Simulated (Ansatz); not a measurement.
**Pt-Os-Pt stack of (111) layers: phonons along a line and the smearing**

Does Pt-Os-Pt stack of (111) layers have a Kohn anomaly or a soft branch that a wide smearing hides? The first relaxation steps of the session are not shown, so no cell shown is the starting entry, unless a step says so.

Main program and level: Ansatz 0.2.0; DFT PBEsol, scalar-relativistic, plane waves, PAW; PAW set soft_1.

## 1. The cell after earlier relaxation steps

The cell holds 3 atoms: 2 Pt and 1 Os. Cell: a = 2.687 Å, b = 2.687 Å, c = 32.649 Å, α = 90.0°, β = 90.0°, γ = 120.0°. Vacuum lies along c.

## 2. Tight relaxation

Phonons are second derivatives about the minimum, so the remaining forces must be small: the thresholds are tightened. Earlier relaxation steps are not shown.

input.yaml reads:

```yaml
crystal:
  lattice:
    - [2.68738223, 0.0, 0.0]
    - [-1.343691115, 2.3273412809, 0.0]
    - [0.0, 0.0, 32.6490652006]
  atoms:
    - { symbol: Pt, position: [0.0, 0.0, 0.1680061114] }
    - { symbol: Os, position: [0.3333333333, 0.6666666667, 0.2362170234] }
    - { symbol: Pt, position: [0.6666666667, 0.3333333333, 0.3044279354] }
  periodic: [true, true, false]
kpoints:
  mp_grid: { grid: [12, 12, 1] }
hamiltonian:
  xc: pbesol
  pseudopotentials: { kind: paw, azcp: { folder: soft_1 }, xc_functional: pbe }
scf:
  occupations: { method: methfessel_paxton, width: 0.2 }
output:
  forces: true
  stress: true
  eigenvalues: true
  write_density: true
  write_potential: true
  elf: true
  volumetric_format: npy
relax:
  adjacent_minimum: "off"
  f_tol: 0.001
  max_steps: 60
  cell: { stress_2d_tol: 0.002 }
```

On the command line:

```sh
$ ansatz run input.yaml --threads 4 --pin off --max-ram 12288MiB --backend cpu --events-out ev --progress --plain --runs-dir out
```

Numbers of over 12 decimals in the logs are rounded to 6 here.

Output:

```text
[the first part of the log is left out]
  E_paw        = -27607.337608  (= ΣΔE_a)
  E_vpaw       = -893.741725  (= ΣTr[D̂ρ^β])
  E_aug_tail   = 0.002652  (compensation charges beyond the density's cutoff)
  E_ewald      = 109972.848434
  E_core_change = 0.822060  (= ΣΔE_core)
  E_smearing   = -0.017989  (= −TS)
  E_closure    = 0.000000  (closes the sum)
  Σ components = -36021.332065   (vs F -36021.332065, Δ=0.00e0)
--- Forces (eV/Å), atoms counted from 1 ---
  atom   1  Pt    -0.00000000    -0.00000000    -0.00009865
  atom   2  Os     0.00000000     0.00000000     0.00000000
  atom   3  Pt     0.00000000     0.00000000     0.00009865
  max |Σ_I F_I| component: 2.31e-18 eV/Å
--- 2D stress c σ (N/m, compression-positive) ---
       -0.000665       0.000000       0.000000
        0.000000      -0.000665       0.000000
        0.000000       0.000000      -0.000000
  P = ½ c Tr σ = -0.0007 N/m
--- Band table (eV; the first three rows and the last of 19) ---
  k-point 0: bands = ["-104.4013", "-104.4013", "-92.1409", "-58.4004", "-58.3915", "-58.3207", "-58.3207", "-58.3206", "-58.3206", "-51.6267", "-51.0106", "-51.0106", "-15.7969", "-14.1568", "-13.4702", "-9.6847", "-9.5269", "-9.5000", "-9.5000", "-9.3379", "-9.3379", "-8.5558", "-8.5558", "-6.8225", "-6.8218", "-6.8218", "-6.6002", "-6.6002", "-5.4015", "-4.5909", "-4.5909", "-0.2498"]
  k-point 1: bands = ["-104.3990", "-104.3989", "-92.1361", "-58.3956", "-58.3872", "-58.3553", "-58.3553", "-58.3291", "-58.3290", "-51.6188", "-51.0719", "-51.0250", "-15.5196", "-13.8801", "-13.1908", "-9.8919", "-9.6772", "-9.6007", "-9.2985", "-9.2679", "-9.1264", "-8.7376", "-8.3836", "-7.7801", "-6.9988", "-6.9915", "-6.5128", "-6.0097", "-5.6269", "-4.5852", "-3.5567", "-0.0679"]
  k-point 2: bands = ["-104.3926", "-104.3926", "-92.1228", "-58.4505", "-58.4496", "-58.3815", "-58.3753", "-58.3521", "-58.3519", "-51.5973", "-51.2371", "-51.0640", "-14.7637", "-13.1619", "-12.4739", "-10.4066", "-9.9907", "-9.8665", "-9.2987", "-9.0653", "-8.7484", "-8.5173", "-8.4371", "-8.0109", "-7.6158", "-7.2487", "-6.2845", "-6.0833", "-4.6625", "-4.5867", "-2.0794", "0.4620"]
  k-point 18: bands = ["-104.3620", "-104.3620", "-92.0593", "-58.6801", "-58.6776", "-58.6763", "-58.6763", "-58.3175", "-58.3175", "-51.6267", "-51.6267", "-51.4937", "-11.4927", "-11.3347", "-11.3347", "-10.3148", "-10.3148", "-9.9335", "-9.3596", "-9.3596", "-9.3228", "-9.2880", "-7.0310", "-7.0310", "-5.8874", "-5.8874", "-4.5969", "0.1589", "0.1589", "0.6028", "2.0312", "2.4472"]
--- Relaxed structure (4 steps of the walk, 4 accepted, 1 SCFs on fresh bases) ---
  F+E_penalty+E_count = -36021.33206543 eV   max|allowed force component| = 9.865e-5 eV/Å   (the final SCF, on the basis selected at the relaxed cell)
  cell:  # Å, volume = 204.2340 Å³
    - [2.687592, 0, 0]
    - [-1.343796, 2.327523, 0]
    - [0, 0, 32.6490652006]
  atoms:
    - { symbol: Pt, position: [0, 0, 0.168031] }
    - { symbol: Os, position: [0.333333, 0.666667, 0.236217] }
    - { symbol: Pt, position: [0.666667, 0.333333, 0.304403] }
```

Elapsed: 10 s, on 4 threads of Intel Xeon Platinum 8559C (Emerald Rapids), shared host; peak memory 0.62 GiB; 37 s of CPU time.

Little changed from the start: no atom moved by 0.005 Å and no cell edge by 0.1 %.

Numbers from this step:

```
metallic on mesh  : yes
gap on the k-mesh : 0 eV
```

Valence density in the ca plane at fractional y = 0.000, with atoms of Pt within 0.2 Å of it. It is the smooth field of the valence electrons, not physical close to the nuclei.

Ten steps, logarithmic in the rise over the least value, from '0' (0 e/Å³) to '9' (11 e/Å³), each cell a mean:
```
00000000000137999643333222233210000000000000
00000000000135787533343322343311000000000000
00000000000123454333454333455321000000000000
00000000000012333223565434566421000000000000
00000000000012343333555333565421000000000000
00000000000124676433444323444321000000000000
00000000000136898633333222333210000000000000
00000000000147999743332222222210000000000000
```
Columns run along c (16.0 Å, from fractional 0.00 to 0.49 of the cell), rows up along a (2.7 Å). Atoms in or near the plane, at fractional coordinates: Pt at (0.17, 0.00).

Electrostatic potential energy in the ca plane at fractional y = 0.000, with atoms of Pt within 0.2 Å of it. With pseudopotentials it is smooth inside the atoms' cores, unlike the true potential.

Values in eV, 5 rows by 16 columns, each cell a mean:
```
  0   0   0  -1 -15 -60 -28  -8  -6  -6  -6  -1   0   0   0   0
  0   0   0   0  -5 -26 -11 -22 -15 -15 -19  -2   0   0   0   0
  0   0   0   0  -3 -10  -7 -30 -20 -22 -27  -2   0   0   0   0
  0   0   0   0  -8 -43 -16 -16 -11 -11 -13  -2   0   0   0   0
  0   0   0  -1 -18 -61 -31  -6  -5  -5  -5  -1   0   0   0   0
```
Columns run along c (16.0 Å, from fractional 0.00 to 0.49 of the cell; values clipped at the 3rd and 97th percentile), rows up along a (2.7 Å). Atoms in or near the plane, at fractional coordinates: Pt at (0.17, 0.00).

ELF in the ca plane at fractional y = 0.000, with atoms of Pt within 0.2 Å of it. It is the smooth field of the valence electrons, not physical close to the nuclei.

Ten even steps from '0' (0.00) to '9' (0.60), each cell a mean:
```
00000000012358999754555433344443100000000000
00000000012346888654455433444443210000000000
00000000011344565444565444566543210000000000
00000000001244544444676455677643210000000000
00000000001344554444675455566543210000000000
00000000012345777554455444455443210000000000
00000000012357999754455433344443100000000000
00000000012458999754565422345443100000000000
```
Columns run along c (16.0 Å, from fractional 0.00 to 0.49 of the cell), rows up along a (2.7 Å). Atoms in or near the plane, at fractional coordinates: Pt at (0.17, 0.00).

## 3. Wavevectors along a line: Fermi–Dirac smearing of 0.1 eV

Each wavevector is solved by itself, so no interpolation smooths a dip of the branch.

input.yaml reads:

```yaml
crystal:
  lattice:
    - [2.6875918268, 0.0, 0.0]
    - [-1.3437959134, 2.3275227971, 0.0]
    - [0.0, 0.0, 32.6490652006]
  atoms:
    - { symbol: Pt, position: [0.0, 0.0, 0.1680307782] }
    - { symbol: Os, position: [0.3333333333, 0.6666666667, 0.2362170234] }
    - { symbol: Pt, position: [0.6666666667, 0.3333333333, 0.3044032686] }
  periodic: [true, true, false]
kpoints:
  mp_grid: { grid: [18, 18, 1] }
hamiltonian:
  xc: pbesol
  pseudopotentials: { kind: paw, azcp: { folder: soft_1 }, xc_functional: pbe }
scf:
  occupations: { method: fermi_dirac, width: 0.1 }
output:
  eigenvalues: true
phonons:
  method: dfpt
  qpoints:
    - [0, 0, 0]
    - [0.166666667, 0.0, 0.0]
    - [0.333333333, 0.0, 0.0]
    - [0.5, 0.0, 0.0]
```

Output:

```text
Warning: crystal.symmetry: narrowed to the stabiliser of the run's FFT grids — unitary ops 12 → 6. A phonons.method: dfpt run fills in the rows of the dynamical matrix that it does not solve by its symmetry operations, which is exact only for operations that map its FFT grids onto themselves: filled in by any other, the frequencies could depend on the order in which like atoms are typed, or, by more than the grids' own error, on where the crystal sits among the grids' points. Excluded: 6 operations. The run can therefore solve more perturbations, solve them on more k-points, or both, and cost more. [rest of the remark cut]
The run solves and reports these wavevectors of phonons.qpoints, in the list's order, at another value: [0.166666667, 0.0, 0.0] as [0.166667, 0.0, 0.0], [0.333333333, 0.0, 0.0] as [0.333333, 0.0, 0.0].
[...]
Crystal: 3 atoms, lattice volume = 204.234 Å³
Basis set: ecut = 420 eV, 4027 PW (Γ), exchange–correlation on 36×36×450 points (8 copies of the dense FFT grid, shifted against one another)
Bands: 32, of which v1, the nominal top of the filled ones, is band 26 counted from 1 (25 counted from 0)
Symmetry: 12 space group operations
k-points: 37 of 324 (irreducible under 6 space group operations, time reversal used)
[...]
SCF iter   1: F=—  HF=-36023.920294 eV  |F-HF|=—  |Δ(HF+E_count)|=         —  Δρ=6.56e-2  dr2=2.70e1  ethr=3.10e-3  ⟨swp⟩=15.0  Hψ=9875  notcnv=0  defer=2
[...]
SCF iter  16: F=-36021.415663 eV  HF=-36021.415663 eV  |F-HF|=8.00e-11  |Δ(HF+E_count)|=  8.88e-10  Δρ=2.01e-8  dr2=1.23e-12  ethr=1.00e-12  ⟨swp⟩=18.0  Hψ=9660  notcnv=0
SCF 1 converged in 16 iterations: F = -36021.415663 eV  dr2 = 1.23e-12
[...]
NSCF: frozen V_eff on 37 k-points
[...]
DFPT response loops at q = (0, 0, 0) (fractional): preconditioner auto → none (partly filled bands, converged f_vac=0.741); β = 0.50; Broyden in place of MSR1
[...]
SCF converged after 16 iterations
Free energy (F): -36021.415663 eV
[...]
Internal energy: -36021.274948 eV  (E = F + TS)
E sigma→0 (E₀):  -36021.345305 eV
Entropy (-TS):   -0.140715 eV (-46.905 meV/atom)
Fermi energy:    -5.630483 eV
[...]
--- Band table (eV; the first three rows and the last of 37) ---
  k-point 0: bands = [... 22 lower, -8.6475, -6.8411, -6.8377, -6.8377, -6.6491, -6.6491, -5.4232, -4.6585, ... 2 higher]
  k-point 1: bands = [... 22 lower, -8.5662, -7.4916, -6.9317, -6.8370, -6.5984, -6.1943, -5.7097, -4.6549, ... 2 higher]
  k-point 2: bands = [... 22 lower, -8.3465, -8.0711, -7.2795, -7.1079, -6.5132, -6.0795, -5.3671, -4.6490, ... 2 higher]
  k-point 36: bands = [... 22 lower, -7.0999, -7.0999, -5.9267, -5.9267, -4.6548, 0.1367, 0.1367, 0.5366, ... 2 higher]
--- Phonons (Γ-DFPT): 6 representative perturbations + reference (Σ response iterations 31) ---
  ASR residual: 1.675e-3 → 0.000e0 eV/Å²; symmetrization residual: 3.029e-5 eV/Å²
  The last average, over the group as it would stand without the narrowing to the FFT grids, took up to 3.215e-5 eV/Å² of the zone centre's force constants
  ASR residual per site (eV/Å²): 8.21e-4 1.67e-3 8.07e-4
  Γ frequencies (cm⁻¹): 0.00 0.00 0.00 58.67 58.67 101.73 101.73 114.88 173.31
  non-analytic LO–TO correction: not included (Born effective charges unavailable; polar crystals: no LO–TO splitting at Γ)
--- Phonons (arbitrary-q DFPT): 4 explicit q-points ---
  q = [0, 0, 0] (of the zone-centre solve; hermiticity 4.29e-6, symmetrization 1.35e-12, taken by the last average 2.28e-6): -0.00 -0.00 0.00 58.67 58.67 101.73 101.73 114.88 173.31
  q = [0.166667, 0, 0] (6 solved perturbations in 1485 linear systems a pass and spin channel, the states on 324 of 324 k-point pairs; hermiticity 1.60e-5, symmetrization 1.29e-9, taken by the last average 2.64e-6): 40.11 60.33 78.64 83.84 106.78 116.08 119.65 146.62 163.06
[...]
sum rule: each row above includes the acoustic sum rule's correction from the zone centre's row sums; it moved no ω² by more than (1.55 cm⁻¹)²
```

Elapsed: 9.6 min, on 4 threads; peak memory 3.9 GiB; 37 min of CPU time.

The column dr2 measures how far the density is from self-consistency, as an energy; F and HF (Harris–Foulkes) agree once it is small.

Each wavevector solved by linear response. Table of frequency by |q| along the line; 7 of 9 lines:

| \|q\| along the line (Å⁻¹) | mode 1 (cm⁻¹) | mode 2 (cm⁻¹) | mode 3 (cm⁻¹) | mode 4 (cm⁻¹) | mode 5 (cm⁻¹) | mode 6 (cm⁻¹) | mode 7 (cm⁻¹) |
| --- | --- | --- | --- | --- | --- | --- | --- |
| 0.000 | 0 | 0 | 0 | 58.7 | 58.7 | 102 | 102 |
| 0.450 | 40.1 | 60.3 | 78.6 | 83.8 | 107 | 116 | 120 |
| 0.900 | 68.6 | 93.2 | 98.0 | 110 | 115 | 127 | 157 |
| 1.350 | 55.2 | 107 | 115 | 125 | 127 | 135 | 146 |

## 4. Phonons along a line: Fermi–Dirac smearing of 0.25 eV

Each wavevector is solved by itself, so no interpolation smooths a dip of the branch.

Changes to input.yaml since step 3:

```diff
@@ -16,3 +16,3 @@
 scf:
-  occupations: { method: fermi_dirac, width: 0.1 }
+  occupations: { method: fermi_dirac, width: 0.25 }
 output:
```

Wider smearing eases the sum over k-points of a metal but moves the result away from its zero-temperature value.

Output:

```text
[...]
band count auto-derived: 36 (N_el = 52.0; filled up to band 26; 32 by the electrons, moments and atoms)
[...]
Crystal: 3 atoms, lattice volume = 204.234 Å³
Basis set: ecut = 420 eV, 4027 PW (Γ), exchange–correlation on 36×36×450 points (8 copies of the dense FFT grid, shifted against one another)
Bands: 36, of which v1, the nominal top of the filled ones, is band 26 counted from 1 (25 counted from 0)
Symmetry: 12 space group operations
k-points: 37 of 324 (irreducible under 6 space group operations, time reversal used)
[...]
SCF iter   1: F=—  HF=-36024.277316 eV  |F-HF|=—  |Δ(HF+E_count)|=         —  Δρ=6.57e-2  dr2=2.75e1  ethr=3.10e-3  ⟨swp⟩=16.4  Hψ=11627  notcnv=0  defer=9
[...]
SCF iter  15: F=-36021.753810 eV  HF=-36021.753810 eV  |F-HF|=2.18e-11  |Δ(HF+E_count)|=  4.29e-10  Δρ=3.83e-8  dr2=3.95e-12  ethr=1.00e-12  ⟨swp⟩=24.6  Hψ=11732  notcnv=0
SCF 1 converged in 15 iterations: F = -36021.753810 eV  dr2 = 3.95e-12
[...]
SCF converged after 15 iterations
Free energy (F): -36021.753810 eV
[...]
Internal energy: -36020.997150 eV  (E = F + TS)
E sigma→0 (E₀):  -36021.375480 eV
Entropy (-TS):   -0.756659 eV (-252.220 meV/atom)
Fermi energy:    -5.546187 eV
[...]
--- Band table (eV; the first three rows and the last of 37) ---
  k-point 0: bands = [... 22 lower, -8.5905, -6.8268, -6.8168, -6.8168, -6.6107, -6.6107, -5.4061, -4.6024, ... 6 higher]
  k-point 1: bands = [... 22 lower, -8.5101, -7.4748, -6.9071, -6.8019, -6.5625, -6.1746, -5.6775, -4.5992, ... 6 higher]
  k-point 2: bands = [... 22 lower, -8.2942, -8.0554, -7.2454, -7.0806, -6.4754, -6.0439, -5.3444, -4.5942, ... 6 higher]
  k-point 36: bands = [... 22 lower, -7.0531, -7.0531, -5.9013, -5.9013, -4.6007, 0.1668, 0.1668, 0.5837, ... 6 higher]
  ° read free of the cell's end (the report's vacuum.weakly_bound_levels)
[...]
ASR residual: 2.222e-3 → 0.000e0 eV/Å²; symmetrization residual: 1.386e-4 eV/Å²
[...]
ASR residual per site (eV/Å²): 6.57e-4 2.22e-3 6.70e-4
  Γ frequencies (cm⁻¹): 0.00 0.00 0.00 57.63 57.63 98.58 98.58 115.78 175.71
[...]
--- Phonons (arbitrary-q DFPT): 4 explicit q-points ---
[...]
```

Elapsed: 9.4 min, on 4 threads; peak memory 4.2 GiB.

Each wavevector solved by linear response. Table of frequency by |q| along the line; 7 of 9 lines:

| \|q\| along the line (Å⁻¹) | mode 1 (cm⁻¹) | mode 2 (cm⁻¹) | mode 3 (cm⁻¹) | mode 4 (cm⁻¹) | mode 5 (cm⁻¹) | mode 6 (cm⁻¹) | mode 7 (cm⁻¹) |
| --- | --- | --- | --- | --- | --- | --- | --- |
| 0.000 | 0 | 0 | 0 | 57.6 | 57.6 | 98.6 | 98.6 |
| 0.450 | 39.8 | 60.8 | 79.7 | 88.5 | 108 | 115 | 121 |
| 0.900 | 72.2 | 94.6 | 100 | 109 | 120 | 127 | 162 |
| 1.350 | 69.8 | 104 | 109 | 123 | 125 | 132 | 158 |

Against step 3 (now smearing width 0.25 eV), the free energy moves by -112.7 meV an atom.

(Continued in part 2 of 2.)

[Logs are printed without paths, hosts, clocks, repeated set-up lines and the standing remarks that a program may print on its own settings, such as how far it seeks lower states.]

[Hosts, paths, dates, database ids (printed as entryN), source tags and the programs' standing remarks are cut or masked in the printed files.]
